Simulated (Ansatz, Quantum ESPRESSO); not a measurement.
## Mo (Im-3m): electron-phonon coupling

How strong is the electron-phonon coupling in Mo (Im-3m)?

Program: Quantum ESPRESSO 7.5. Level of theory: DFT PBE, scalar-relativistic, plane waves, PseudoDojo norm-conserving pseudopotentials. Results are calculated unless marked as measured.

### 1. Starting point

Symmetry: Im-3m, No. 229, cubic system. Conventional cell: a = 3.147 Å, b = 3.147 Å, c = 3.147 Å, α = 90.00°, β = 90.00°, γ = 90.00°. Nearest to Mo lie 8 Mo at 2.73 Å.

Coordinates:

```cif
data_structure
_symmetry_space_group_name_H-M 'Im-3m'
_symmetry_Int_Tables_number 229
_cell_length_a 3.1468
_cell_length_b 3.1468
_cell_length_c 3.1468
_cell_angle_alpha 90.000
_cell_angle_beta 90.000
_cell_angle_gamma 90.000
_cell_volume 31.16
loop_
_atom_site_label
_atom_site_type_symbol
_atom_site_symmetry_multiplicity
_atom_site_Wyckoff_symbol
_atom_site_fract_x
_atom_site_fract_y
_atom_site_fract_z
_atom_site_occupancy
Mo1 Mo 2 a 0.00000 0.00000 0.00000 1
```

### 2. A first look

Before anything dear is run, a loose run with smearing shows whether this is a metal and how far the cell is from rest.

probe.in reads:

```
 &control
    calculation='scf',
    prefix='x',
    outdir='./tmp',
    pseudo_dir='./pseudo',
    tprnfor=.true.,
    tstress=.true.,
    verbosity='high',
 /
 &system
    ibrav=0,
    nat=1,
    ntyp=1,
    ecutwfc=72.0,
    occupations='smearing',
    smearing='gaussian',
    degauss=0.01,
 /
 &electrons
    conv_thr=1.0d-07,
    mixing_beta=0.7,
    electron_maxstep=100,
 /
ATOMIC_SPECIES
 Mo     95.9500  Mo.upf
CELL_PARAMETERS angstrom
    -1.573415000    1.573415000    1.573415000
     1.573415000   -1.573415000    1.573415000
     1.573415000    1.573415000   -1.573415000
ATOMIC_POSITIONS crystal
 Mo     0.000000000   0.000000000   0.000000000
K_POINTS automatic
 8 8 8 0 0 0
```

Started as:

```bash
$ OMP_NUM_THREADS=1 mpirun -n 8 pw.x -nk 8 -in probe.in > probe.out
```

What it wrote:

```text
[banners, grids, parts of the stress and lines that vanish by symmetry left out]
Program PWSCF v.7.5
     Message from routine setup:
     using ibrav=0 with symmetry is DISCOURAGED, use correct ibrav instead
[...]
kinetic-energy cutoff     =      72.0000  Ry
     charge density cutoff     =     288.0000  Ry
     scf convergence threshold =      1.0E-07
[...]
Exchange-correlation= PBE
                           (   1   4   3   4   0   0   0)
[...]
48 Sym. Ops., with inversion, found
[...]
(     0          1          0      )
                  (     0          0          1      )
[...]
(  0.0000000  1.0000000 -0.0000000 )
                  ( -0.0000000 -0.0000000  1.0000000 )
[...]
(     1          0          0      )
                  (    -1         -1         -1      )
[...]
(  1.0000000 -0.0000000  0.0000000 )
                  ( -0.0000000 -1.0000000 -0.0000000 )
[...]
(    -1          0          0      )
                  (     0          0         -1      )
[...]
( -1.0000000 -0.0000000  0.0000000 )
                  (  0.0000000  1.0000000 -0.0000000 )
[...]
number of k points=    29  Gaussian smearing, width (Ry)=  0.0100
[...]
End of self-consistent calculation
[...]
the Fermi energy is    21.3399 ev
!    total energy              =    -140.55473560 Ry
[...]
convergence has been achieved in   6 iterations
[...]
atom    1 type  1   force =     0.00000000    0.00000000    0.00000000
[...]
Total force =     0.000000     Total SCF correction =     0.000000
[...]
total   stress  (Ry/bohr**3)                   (kbar)     P=       39.36
[...]
XML data file, charge density, pseudopotentials, collected wavefunctions

   JOB DONE.
```

Elapsed: 2.8 s, on 8 MPI ranks of Intel Xeon at 2.70GHz, shared host; 13 s of CPU time.

Read from the output:

| Item | Value |
| --- | --- |
| volume per atom | 15.58 Å³ |
| pressure | 3.936 GPa |
| gap on the k-mesh | 0 eV |

No gap opens on this mesh, so smearing is kept; the start stands at 3.9 GPa.

### 3. Relaxing the cell and atoms

Frequencies change by per cents with a per cent of volume, so the structure is first brought to rest at this level of theory.

relax.in reads:

```
 &control
    calculation='vc-relax',
    prefix='x',
    outdir='./tmp',
    pseudo_dir='./pseudo',
    tprnfor=.true.,
    tstress=.true.,
    forc_conv_thr=2.0d-05,
    etot_conv_thr=1.0d-07,
    nstep=40,
 /
 &system
    ibrav=0,
    nat=1,
    ntyp=1,
    ecutwfc=72.0,
    occupations='smearing',
    smearing='mv',
    degauss=0.02,
 /
 &electrons
    conv_thr=1.0d-11,
    mixing_beta=0.7,
    electron_maxstep=100,
 /
 &ions
 /
 &cell
    press_conv_thr=0.2,
 /
ATOMIC_SPECIES
 Mo     95.9500  Mo.upf
CELL_PARAMETERS angstrom
    -1.573415000    1.573415000    1.573415000
     1.573415000   -1.573415000    1.573415000
     1.573415000    1.573415000   -1.573415000
ATOMIC_POSITIONS crystal
 Mo     0.000000000   0.000000000   0.000000000
K_POINTS automatic
 16 16 16 0 0 0
```

Started as:

```bash
$ OMP_NUM_THREADS=1 mpirun -n 8 pw.x -nk 8 -in relax.in > relax.out
```

What it wrote:

```text
[banners, grids, parts of the stress and lines that vanish by symmetry left out]
[banner, memory and clock lines left out]
Program PWSCF v.7.5

[...]
kinetic-energy cutoff     =      72.0000  Ry
     charge density cutoff     =     288.0000  Ry
     scf convergence threshold =      1.0E-11
[...]
energy convergence thresh.=      1.0E-07
     force convergence thresh. =      2.0E-05
     press convergence thresh. =      2.0E-01
     Exchange-correlation= PBE
                           (   1   4   3   4   0   0   0)
[...]
48 Sym. Ops., with inversion, found
[...]
number of k points=   145  Marzari-Vanderbilt smearing, width (Ry)=  0.0200
[...]
End of self-consistent calculation
[...]
the Fermi energy is    21.4537 ev
!    total energy              =    -140.55645239 Ry
[...]
convergence has been achieved in   8 iterations
[...]
atom    1 type  1   force =     0.00000000    0.00000000    0.00000000
     Total force =     0.000000     Total SCF correction =     0.000000
[...]
total   stress  (Ry/bohr**3)                   (kbar)     P=       31.71
[...]
number of bfgs steps    =   0
[...]
CELL_PARAMETERS (angstrom)
[...]
ATOMIC_POSITIONS (crystal)
Mo               0.0000000000        0.0000000000        0.0000000000
[...]
New effective cutoffs (rho, wfc):  282.74   71.23
[...]
End of self-consistent calculation
[...]
the Fermi energy is    21.0500 ev
!    total energy              =    -140.55656252 Ry
[...]
convergence has been achieved in   7 iterations
[...]
atom    1 type  1   force =     0.00000000    0.00000000    0.00000000
     Total force =     0.000000     Total SCF correction =     0.000000
[...]
total   stress  (Ry/bohr**3)                   (kbar)     P=      -12.18
[...]
number of bfgs steps    =   1
[...]
CELL_PARAMETERS (angstrom)
[...]
ATOMIC_POSITIONS (crystal)
Mo               0.0000000000        0.0000000000        0.0000000000
[...]
New effective cutoffs (rho, wfc):  283.59   71.44
[...]
End of self-consistent calculation
[...]
the Fermi energy is    21.1620 ev
!    total energy              =    -140.55658278 Ry
[...]
convergence has been achieved in   7 iterations
[...]
atom    1 type  1   force =     0.00000000    0.00000000    0.00000000
     Total force =     0.000000     Total SCF correction =     0.000000
[...]
total   stress  (Ry/bohr**3)                   (kbar)     P=       -0.20
[...]
number of bfgs steps    =   2
[...]
small trust_radius: resetting bfgs history
[...]
CELL_PARAMETERS (angstrom)
[...]
ATOMIC_POSITIONS (crystal)
Mo               0.0000000000        0.0000000000        0.0000000000
[...]
New effective cutoffs (rho, wfc):  283.61   71.45
[...]
End of self-consistent calculation
[...]
the Fermi energy is    21.1646 ev
!    total energy              =    -140.55658279 Ry
[...]
convergence has been achieved in   5 iterations
[...]
atom    1 type  1   force =     0.00000000    0.00000000    0.00000000
     Total force =     0.000000     Total SCF correction =     0.000000
[...]
total   stress  (Ry/bohr**3)                   (kbar)     P=        0.07
[...]
bfgs converged in   4 scf cycles and   3 bfgs steps
[...]
End of BFGS Geometry Optimization
     Final enthalpy           =    -140.5565827873 Ry
     File ./tmp/x.bfgs deleted, as requested
[...]
CELL_PARAMETERS (angstrom)
[...]
ATOMIC_POSITIONS (crystal)
Mo               0.0000000000        0.0000000000        0.0000000000
[...]
Final scf calculation at the relaxed structure.
[...]
kinetic-energy cutoff     =      72.0000  Ry
     charge density cutoff     =     288.0000  Ry
     scf convergence threshold =      1.0E-13
[...]
press convergence thresh. =      2.0E-01
     Exchange-correlation= PBE
                           (   1   4   3   4   0   0   0)
[...]
48 Sym. Ops., with inversion, found
[...]
number of k points=   145  Marzari-Vanderbilt smearing, width (Ry)=  0.0200
[...]
c_bands:  1 eigenvalues not converged
[...]
End of self-consistent calculation
[...]
the Fermi energy is    21.1646 ev
!    total energy              =    -140.55663319 Ry
[...]
convergence has been achieved in  10 iterations
[...]
atom    1 type  1   force =     0.00000000    0.00000000    0.00000000
     Total force =     0.000000     Total SCF correction =     0.000000
[...]
total   stress  (Ry/bohr**3)                   (kbar)     P=        0.92
[...]
XML data file, charge density, pseudopotentials, collected wavefunctions
```

It took 23 s on 8 MPI ranks; 3 min of CPU time.

The steps of the relaxation:

```
step  energy less that of the first step (eV)  largest force (eV/Å)  pressure (GPa)  volume (Å³)
   1                                   0.0000                0.0000            3.17        15.58
   2                                  -0.0015                0.0000           -1.22        15.83
   3                                  -0.0018                0.0000           -0.02        15.76
   4                                  -0.0018                0.0000            0.01        15.76
   5                                  -0.0025                0.0000            0.09        15.76
```

```
conventional cell, symmetrised  before  after  change
                         a (Å)   3.147  3.159  +0.4 %
                         b (Å)   3.147  3.159  +0.4 %
                         c (Å)   3.147  3.159  +0.4 %
              volume (Å³/atom)   15.58  15.76  +1.2 %
```

Final coordinates:

```
CELL_PARAMETERS angstrom
-1.57947 1.57947 1.57947
1.57947 -1.57947 1.57947
1.57947 1.57947 -1.57947
ATOMIC_POSITIONS crystal
Mo 0.00000 0.00000 0.00000
```

The last row of the table of steps is pw.x's closing run on a basis chosen anew for the final cell, so its energy can jump.

Read from the output:

- volume per atom: 15.76 Å³
- pressure: 0.09200 GPa

The volume changes by +1.2 % from the cell with which this run began.

### 4. Self-consistent run for the response

Perturbation theory inherits every error of the wavefunctions, so the threshold is set near the limit of the arithmetic. Smearing stays on, as the first look found no gap above 0.3 eV.

scf.in reads:

```
 &control
    calculation='scf',
    prefix='x',
    outdir='./tmp',
    pseudo_dir='./pseudo',
    tprnfor=.true.,
    tstress=.true.,
 /
 &system
    ibrav=0,
    nat=1,
    ntyp=1,
    ecutwfc=72.0,
    occupations='smearing',
    smearing='mv',
    degauss=0.02,
 /
 &electrons
    conv_thr=1.0d-12,
    mixing_beta=0.7,
    electron_maxstep=100,
 /
ATOMIC_SPECIES
 Mo     95.9500  Mo.upf
CELL_PARAMETERS angstrom
    -1.579468852    1.579468852    1.579468852
     1.579468852   -1.579468852    1.579468852
     1.579468852    1.579468852   -1.579468852
ATOMIC_POSITIONS crystal
 Mo     0.000000000   0.000000000   0.000000000
K_POINTS automatic
 16 16 16 0 0 0
```

Started as:

```bash
$ OMP_NUM_THREADS=1 mpirun -n 8 pw.x -nk 8 -in scf.in > scf.out
```

What it wrote:

```text
[banners, grids, parts of the stress and lines that vanish by symmetry left out]
[banner, memory and clock lines left out]
Program PWSCF v.7.5

[...]
kinetic-energy cutoff     =      72.0000  Ry
     charge density cutoff     =     288.0000  Ry
     scf convergence threshold =      1.0E-12
[...]
Exchange-correlation= PBE
                           (   1   4   3   4   0   0   0)
[...]
48 Sym. Ops., with inversion, found
[...]
number of k points=   145  Marzari-Vanderbilt smearing, width (Ry)=  0.0200
[...]
End of self-consistent calculation
[...]
the Fermi energy is    21.1646 ev
!    total energy              =    -140.55663319 Ry
[...]
convergence has been achieved in   8 iterations
[...]
atom    1 type  1   force =     0.00000000    0.00000000    0.00000000
     Total force =     0.000000     Total SCF correction =     0.000000
[...]
total   stress  (Ry/bohr**3)                   (kbar)     P=        0.92
[...]
XML data file, charge density, pseudopotentials, collected wavefunctions
```

Run time: 6 s. Hardware: 8 MPI ranks; 45 s of CPU time.

The cell stands at 0.092 GPa, close enough for phonons.

### 5. Levels on a dense mesh

The coupling is a sum over pairs of states at the Fermi level and needs a much denser mesh than the density does.

scf_fit.in, as its differences from scf.in of step 4:

```diff
@@ -16,5 +16,6 @@
     degauss=0.02,
+    la2F=.true.,
  /
  &electrons
-    conv_thr=1.0d-12,
+    conv_thr=1.0d-10,
     mixing_beta=0.7,
@@ -31,2 +32,2 @@
 K_POINTS automatic
- 16 16 16 0 0 0
+ 32 32 32 0 0 0
```

Started as:

```bash
$ OMP_NUM_THREADS=1 mpirun -n 8 pw.x -nk 8 -in scf_fit.in > scf_fit.out
```

What it wrote:

```text
[banners, grids, parts of the stress and lines that vanish by symmetry left out]
[banner, memory and clock lines left out]
Program PWSCF v.7.5

[...]
kinetic-energy cutoff     =      72.0000  Ry
     charge density cutoff     =     288.0000  Ry
     scf convergence threshold =      1.0E-10
[...]
Exchange-correlation= PBE
                           (   1   4   3   4   0   0   0)
[...]
48 Sym. Ops., with inversion, found
[...]
number of k points=   897  Marzari-Vanderbilt smearing, width (Ry)=  0.0200
[...]
End of self-consistent calculation
[...]
the Fermi energy is    21.1843 ev
!    total energy              =    -140.55637889 Ry
[...]
convergence has been achieved in   8 iterations
[...]
atom    1 type  1   force =     0.00000000    0.00000000    0.00000000
     Total force =     0.000000     Total SCF correction =     0.000000
[...]
total   stress  (Ry/bohr**3)                   (kbar)     P=        3.12
[...]
XML data file, charge density, pseudopotentials, collected wavefunctions
```

The job ended after 32 s (8 MPI ranks; 4.2 min of CPU time).

Numbers from this step:

- pressure: 0.312 GPa

### 6. Ground state

The run on the dense mesh left its levels for the electron-phonon sums; ph.x needs the ground state on the coarse mesh, so pw.x runs once more in the same folder.

scf.in is that of step 4.

Started as:

```bash
$ OMP_NUM_THREADS=1 mpirun -n 8 pw.x -nk 8 -in scf.in > scf.out
```

What it wrote:

```text
[banners, grids, parts of the stress and lines that vanish by symmetry left out]
[banner, memory and clock lines left out]
Program PWSCF v.7.5

[...]
kinetic-energy cutoff     =      72.0000  Ry
     charge density cutoff     =     288.0000  Ry
     scf convergence threshold =      1.0E-12
[...]
Exchange-correlation= PBE
                           (   1   4   3   4   0   0   0)
[...]
48 Sym. Ops., with inversion, found
[...]
number of k points=   145  Marzari-Vanderbilt smearing, width (Ry)=  0.0200
[...]
End of self-consistent calculation
[...]
the Fermi energy is    21.1646 ev
!    total energy              =    -140.55663319 Ry
[...]
convergence has been achieved in   8 iterations
[...]
atom    1 type  1   force =     0.00000000    0.00000000    0.00000000
     Total force =     0.000000     Total SCF correction =     0.000000
[...]
total   stress  (Ry/bohr**3)                   (kbar)     P=        0.92
[...]
XML data file, charge density, pseudopotentials, collected wavefunctions
```

Run time: 6.2 s. Hardware: 8 MPI ranks.

Read from the output:

- pressure: 0.09200 GPa

(Continued in part 2 of 4.)

[Host names and launcher messages were left out of these logs when they were recorded.]

[Logs are printed without paths, hosts, clocks, repeated set-up lines and the standing remarks that a program may print on its own settings, such as how far it seeks lower states.]

[Hosts, paths, dates, database ids (printed as entryN), source tags and the programs' standing remarks are cut or masked in the printed files.]
